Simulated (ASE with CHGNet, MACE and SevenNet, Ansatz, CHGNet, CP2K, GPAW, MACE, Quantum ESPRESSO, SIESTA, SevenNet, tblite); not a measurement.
# Running liquid methanol at 300 K (108 atoms) with machine-learned potentials

Wanted: machine-learned potentials inputs and outputs for liquid methanol at 300 K (108 atoms), checked against a plane-wave reference.

Main program and level: ASE with CHGNet, MACE and SevenNet; the method is named at each step.

### Step 1. Starting point

The cell holds 108 atoms: 18 C, 18 O and 72 H. Cell: a = 10.663 Å, b = 10.663 Å, c = 10.663 Å, α = 90.0°, β = 90.0°, γ = 90.0°. 18 methanol placed at random, at 0.79 g/cm³; overlaps pushed apart, then 10 ps at 450 K with MMFF94 bonds, angles, torsions, charges and radii (Halgren, J. Comput. Chem. 17, 490 (1996)) in harmonic and 12-6 forms. Snapshot after 20 ps at 300 K and fixed volume. Then every atom was moved at random, 0.02 Å r.m.s. a Cartesian component (hydrogen 0.6 of that).

The yardstick, on the same geometry:

| Property | Result |
| --- | --- |
| method | Kohn-Sham DFT, PBE, SSSP efficiency 1.3.0 pseudopotentials, plane waves (Quantum ESPRESSO 7.5); sssp-pbe-1.3.0-efficiency, cutoffs 60/480 Ry, Γ point |
| r.m.s. force component | 1.163 eV/Å |
| longest force | 4.996 eV/Å |
| pressure | 2.303 GPa |
| gap (highest filled to lowest empty level) | 4.192 eV |
| time | 95 s on 2 MPI ranks of Arm Neoverse V2, shared host |
| CPU time | 3.2 min |

### Step 2. CHGNet 0.3.0 potential

Method: machine-learned interatomic potential CHGNet 0.3.0, trained on PBE(+U) plane-wave data.

The input, run.py:

```python
import numpy as np
from ase.io import read
import mlip  # loads the published weights by name

atoms = read("structure.xyz")
atoms.calc = mlip.calc("chgnet-0.3.0")
energy = atoms.get_potential_energy()
forces = atoms.get_forces()
print(f"energy {energy:.6f} eV")
print("forces (eV/A)")
for i, (a, f) in enumerate(zip(atoms, forces)):
    print(f"{i:4d} {a.symbol:2s} {f[0]:10.5f} {f[1]:10.5f} {f[2]:10.5f}")
stress = -atoms.get_stress(voigt=False) * 160.21766
print("stress (GPa, compression positive)")
for row in stress:
    print(" ".join(f"{x:10.4f}" for x in row))
```

The input, structure.xyz:

```xyz
108
Lattice="10.66280 0.00000 0.00000 0.00000 10.66280 0.00000 0.00000 0.00000 10.66280" Properties=species:S:1:pos:R:3 pbc="T T T"
C 3.95718 1.56860 6.14209
O 3.92338 0.26550 6.66222
H 4.98134 1.86450 6.06020
H 3.34577 1.52190 5.23373
H 3.41657 2.16284 6.88806
H 4.08780 10.27905 5.94057
C 2.06059 7.67338 6.45697
O 1.86407 8.17304 5.11079
H 2.85347 6.98691 6.49599
H 2.42237 8.56916 6.94031
H 1.20660 7.30455 6.94351
H 2.76294 8.56447 4.82694
C 5.92958 4.56304 8.26100
O 4.95458 4.84048 7.32161
H 6.92432 4.76808 7.81199
H 5.79683 5.28331 9.11883
H 6.02608 3.48876 8.58846
H 4.23772 5.13702 7.83726
C 2.58157 1.46368 2.12979
O 3.89725 1.92432 2.05376
H 2.53604 0.91871 3.13049
H 1.92965 2.40787 2.19451
H 2.41374 0.80525 1.24893
H 4.46793 1.15499 1.89179
C 8.03751 8.84330 1.20703
O 8.40474 10.15994 1.63002
H 7.00471 8.81675 0.94995
H 8.55530 8.59454 0.26113
H 8.29161 8.15022 2.01698
H 8.09381 10.36541 2.59074
C 5.55745 8.71663 5.57814
O 4.38369 9.06381 4.85904
H 5.80131 7.62593 5.28598
H 6.32144 9.43754 5.32873
H 5.40860 8.70895 6.66286
H 4.70667 8.81152 3.93596
C 9.53681 2.28600 7.03382
O 8.79937 1.18346 7.15666
H 9.39233 2.71112 5.95229
H 9.06285 3.02013 7.73981
H 10.61311 2.22629 7.32577
H 9.12330 0.66973 7.90487
C 4.16276 7.57347 1.66745
O 5.01855 8.53451 2.13427
H 3.78625 7.81871 0.63593
H 4.72575 6.65401 1.60528
H 3.34524 7.42685 2.40990
H 5.33225 9.00761 1.36079
C 5.49283 5.03124 3.68730
O 6.23454 4.67564 4.80210
H 5.04116 5.98620 3.81526
H 6.28210 5.00437 2.86520
H 4.81991 4.17790 3.51105
H 5.62569 4.68374 5.53986
C 1.63855 0.17274 9.09462
O 2.90220 0.71036 9.15881
[... 48 atom lines left out ...]
H 0.16623 10.13808 2.82863
H 1.83070 9.35650 2.44509
H 0.38194 9.31481 1.47562
H 0.60362 8.00499 3.96166
```

Run with:

```console
OMP_NUM_THREADS=1 python run.py > output.txt
```

Log:

```text
CHGNet v0.3.0 initialized with 412,525 parameters
CHGNet will run on cpu
energy -558.057861 eV
forces (eV/A)
   0 C    -1.34333   -0.23760    0.19177
   1 O     0.07082   -1.12725    1.15256
   2 H     0.83074    0.81697   -0.53686
   3 H     0.30698    0.78979   -0.55643
   4 H     0.13277    0.60031   -0.10285
   5 H    -0.16153    0.02793   -0.05409
   6 C     0.75896    2.19913   -1.13430
   7 O     0.05380   -0.35126   -0.44812
   8 H     1.19318   -1.41024   -0.02854
   9 H     0.15410    0.33404    1.13573
  10 H    -1.62013   -0.53710    0.35842
  11 H    -0.82922   -0.48823    0.45036
  12 C     2.13037    0.06717    1.28452
  13 O     1.24944   -0.88391   -2.25605
  14 H    -0.16485    0.08361    0.06483
  15 H     0.34106   -0.66714   -0.07592
  16 H    -0.57878    0.60669   -0.16107
  17 H    -2.94511    0.72513    1.01308
  18 C    -0.66467    0.26351    1.13342
  19 O     1.39998    0.80207   -0.10477
  20 H    -0.74257    0.16034   -0.94194
  21 H     0.39106   -1.28119   -0.24643
  22 H    -0.66865    0.17643    0.39631
  23 H     0.36178   -0.03307   -0.27486
[...]
100 H     1.06482   -1.53755    1.43709
 101 H     0.82392   -0.72038   -0.11126
 102 C     0.23296    1.54330    0.71166
 103 O     0.53394   -0.66424    1.16500
 104 H     0.53845   -0.14544    0.51341
 105 H    -0.72904   -0.35586    0.41498
 106 H    -0.42208   -0.39362   -2.12766
 107 H    -0.12249    0.02360   -0.79224
stress (GPa, compression positive)
    3.3912     0.4506     1.9025
    0.4506     2.4005    -0.9350
    1.9025    -0.9350     1.8823
```

It took 5.9 s on 1 thread of Arm Neoverse V2, shared host; peak memory 1.7 GiB.

Banners, paths, timers and routine set-up lines are dropped from the logs unmarked, and long logs keep their key lines alone; longer cuts are marked.

Numbers from this run, and their distance from the reference:

* r.m.s. force component: 1.15 eV/Å
* r.m.s. difference of force components: 137.2 meV/Å
* longest difference of force vectors: 569.1 meV/Å
* force difference over r.m.s. force: 11.8 %
* slope of forces against the reference's: 0.9822
* correlation of force components: 0.993
* pressure: 2.558 GPa
* pressure difference: 0.255 GPa

Length of the force difference by element (eV/Å):

```csv
element,atoms,mean,most
C,18,0.28,0.43
H,72,0.18,0.57
O,18,0.24,0.51
```

Local excerpt of 9 atoms (numbers count through the whole input) about H93, picked at random; x, y, z are measured from there.

```csv
atom,x,y,z,distance (Å),bonds,Fx,Fy,Fz (eV/Å)
H93,0.00,0.00,0.00,0.00,1,-0.23,-0.13,0.11
C91,-0.01,0.95,0.54,1.09,4,0.10,2.07,0.54
H95,0.96,1.31,0.84,1.83,1,1.00,-0.65,0.20
H94,-0.28,1.84,-0.04,1.86,1,-0.30,-0.26,-1.27
O92,-0.82,1.09,1.71,2.19,2,-1.52,-1.28,-0.05
H96,-1.80,0.94,1.43,2.48,1,0.80,0.04,0.34
H64,-1.82,-1.53,0.90,2.54,1,0.28,-0.43,-0.23
H39,-0.21,-1.56,2.14,2.65,1,0.48,-0.47,1.58
H65,-1.31,-2.39,-0.75,2.83,1,-1.22,0.34,2.01
```

Atoms are counted from 1 here, from 0 in the log.

Forces lie 12 % from the reference's, at 0.023 times its CPU time (on 1 against 2 cores).

### Step 3. MACE MP-0b2 small potential

Method: machine-learned interatomic potential MACE MP-0b2 small, trained on PBE(+U) plane-wave data.

run.py: that of step 2 with these lines changed.

```diff
@@ -5,3 +5,3 @@
 atoms = read("structure.xyz")
-atoms.calc = mlip.calc("chgnet-0.3.0")
+atoms.calc = mlip.calc("mace-mp-0b2-small")
 energy = atoms.get_potential_energy()
```

structure.xyz is that of step 2.

Log:

```text
energy -544.429349 eV
forces (eV/A)
   0 C    -1.42289   -0.08611    0.09058
   1 O     0.02235   -1.01449    1.11216
   2 H     0.77352    0.73226   -0.52793
   3 H     0.38431    0.70859   -0.47119
   4 H     0.17996    0.48667   -0.10181
   5 H    -0.19605    0.09759   -0.06592
   6 C     0.72539    2.30298   -1.16735
   7 O     0.28748   -0.34929   -0.35653
   8 H     1.16787   -1.43871   -0.06348
   9 H     0.08863    0.32297    1.12672
  10 H    -1.50771   -0.46940    0.24717
  11 H    -1.04534   -0.62235    0.57034
  12 C     2.19171    0.09292    1.23914
  13 O     1.18810   -0.85071   -2.39397
  14 H    -0.20442    0.13899    0.10611
  15 H     0.35015   -0.84795   -0.14828
  16 H    -0.58302    0.65586   -0.03076
  17 H    -2.91469    0.70822    1.05580
  18 C    -0.57854    0.25857    1.18611
  19 O     1.27822    0.97129   -0.01834
  20 H    -0.71736    0.16832   -1.02109
  21 H     0.50121   -1.34837   -0.29487
  22 H    -0.67882    0.23024    0.44938
  23 H     0.27020   -0.09598   -0.31935
[...]
100 H     1.00218   -1.43326    1.33486
 101 H     0.87702   -0.76883   -0.11264
 102 C     0.13745    1.33109    0.76008
 103 O     0.61765   -0.56029    1.25816
 104 H     0.72745   -0.07241    0.60567
 105 H    -0.85717   -0.27802    0.42273
 106 H    -0.33121   -0.44098   -2.21809
 107 H    -0.23923   -0.02375   -0.90148
stress (GPa, compression positive)
    3.3793     0.5299     1.9703
    0.5299     2.2989    -0.9168
    1.9703    -0.9168     1.4764
```

Run time: 7.8 s. Hardware: 1 thread; peak memory 0.68 GiB.

Compared with the plane-wave run:

```yaml
r_m_s_force_component: 1.172 eV/Å
r_m_s_difference_of_force_components: 105.7 meV/Å
longest_difference_of_force_vectors: 458 meV/Å
force_difference_over_r_m_s_force: 9.092 %
slope_of_forces_against_the_reference_s: 1.004
correlation_of_force_components: 0.9959
pressure: 2.385 GPa
pressure_difference: 0.0819 GPa
```

Against the first run (12 %), the force difference from the reference is 9.1 %, at 1.4 times the CPU time.

### Step 4. SevenNet l3i5 potential

Method: machine-learned interatomic potential SevenNet l3i5, trained on PBE(+U) plane-wave data.

run.py: that of step 3 with these lines changed.

```diff
@@ -5,3 +5,3 @@
 atoms = read("structure.xyz")
-atoms.calc = mlip.calc("mace-mp-0b2-small")
+atoms.calc = mlip.calc("7net-l3i5")
 energy = atoms.get_potential_energy()
```

structure.xyz is that of step 3.

Log:

```text
energy -542.906738 eV
forces (eV/A)
   0 C    -1.44703   -0.03126    0.20893
   1 O     0.01958   -1.21910    1.02089
   2 H     0.78858    0.77619   -0.55905
   3 H     0.36767    0.74678   -0.52292
   4 H     0.19110    0.57834   -0.16705
   5 H    -0.20203    0.02585    0.00137
   6 C     0.88677    2.43121   -1.14332
   7 O     0.23815   -0.38672   -0.50922
   8 H     1.18549   -1.51379   -0.03354
   9 H     0.09748    0.32039    1.20180
  10 H    -1.54510   -0.51714    0.30511
  11 H    -1.16071   -0.59567    0.60827
  12 C     2.11798    0.11759    1.11101
  13 O     1.10437   -0.71450   -2.31571
  14 H    -0.14800    0.11996    0.15437
  15 H     0.37460   -0.82436   -0.13685
  16 H    -0.56034    0.57524    0.01258
  17 H    -2.93440    0.60818    1.02484
  18 C    -0.50432    0.20815    1.27779
  19 O     1.54819    1.04080   -0.12799
  20 H    -0.84061    0.14523   -0.96265
  21 H     0.40818   -1.38704   -0.32177
  22 H    -0.75519    0.21135    0.41845
  23 H     0.23506   -0.03727   -0.30930
[...]
100 H     0.98037   -1.39990    1.30623
 101 H     0.87527   -0.82358   -0.08721
 102 C     0.09870    1.45875    0.75371
 103 O     0.51305   -0.68235    1.22981
 104 H     0.76562   -0.03838    0.63815
 105 H    -0.77553   -0.22962    0.45330
 106 H    -0.39146   -0.53833   -2.21279
 107 H    -0.20097    0.02471   -1.01238
stress (GPa, compression positive)
    3.3721     0.5473     2.0524
    0.5473     2.2810    -0.9921
    2.0524    -0.9921     1.4558
```

It took 12 s on 1 thread; peak memory 2 GiB.

Numbers from this run, and their distance from the reference:

| Item | Value |
| --- | --- |
| r.m.s. force component | 1.174 eV/Å |
| r.m.s. difference of force components | 86.4 meV/Å |
| longest difference of force vectors | 387.4 meV/Å |
| force difference over r.m.s. force | 7.431 % |
| slope of forces against the reference's | 1.007 |
| correlation of force components | 0.9973 |
| pressure | 2.37 GPa |
| pressure difference | 0.0666 GPa |

Against the first run (12 %), the force difference from the reference is 7.4 %, at 2.5 times the CPU time.

### Step 5. Side by side

Differences are against the plane-wave reference, forces as r.m.s. over components; share is that over the reference's r.m.s. force, slope the least-squares factor from reference forces to these. Total energies of different programs have different zeros and aren't compared.

```csv
run,"Δ force, r.m.s. (meV/Å)",share (%),slope,Δ pressure (GPa),cores,CPU time,memory (GiB)
reference,-,-,-,-,2,3.2 min,3.0
CHGNet 0.3.0 potential,137,11.8,0.982,0.255,1,4.4 s,1.7
MACE MP-0b2 small potential,106,9.09,1.004,0.0819,1,6.3 s,0.68
SevenNet l3i5 potential,86.4,7.43,1.007,0.0666,1,11 s,2.0
```

Times of the machine-learned potentials are mostly Python's start and the loading of weights.

CPU time is summed over cores on a shared host, where runs went side by side, so it is rough. Symmetry, cutoffs, thresholds, outputs and thread counts weren't matched or tuned between programs; memory under MPI is the largest rank's times the ranks.

### Step 6. Results

| Quantity | Value |
| --- | --- |
| nearest in forces | SevenNet l3i5 potential, 7.4 % |
| its CPU time | 11 s |

In words: Machine-learned potentials differ by 7.4 % (SevenNet l3i5 potential) to 12 % (CHGNet 0.3.0 potential); they were trained on other programs' data. The reference's pressure holds the uncorrected Pulay stress of its 60 Ry basis, so small pressure differences, and their order, may be the reference's own error. Machine-learned potentials mimic data converged in k, so the reference's own k-point error enters their differences. The network of contacts between molecules at the start is that of the classical potential that made the cell, and needn't be the one that DFT or experiment would give. The reference's PBE has no dispersion term, which matters for the binding between molecules or layers. The electronic-structure runs sample only Γ, in a cell whose shortest periodic width is 11 Å.

[Also dropped from logs without a mark: logging warnings of Python, and SIESTA's first energy breakdown and zero terms.]

[Logs are printed without paths, hosts, clocks, repeated set-up lines and the standing remarks that a program may print on its own settings, such as how far it seeks lower states.]

[Hosts, paths, dates, database ids (printed as entryN), source tags and the programs' standing remarks are cut or masked in the printed files.]

[The MMFF94 radii named for the starting cell were scaled by 0.96; in molecules described by MMFF94, hydrogen bound to N, O or S took a small fixed 12-6 site in their place.]
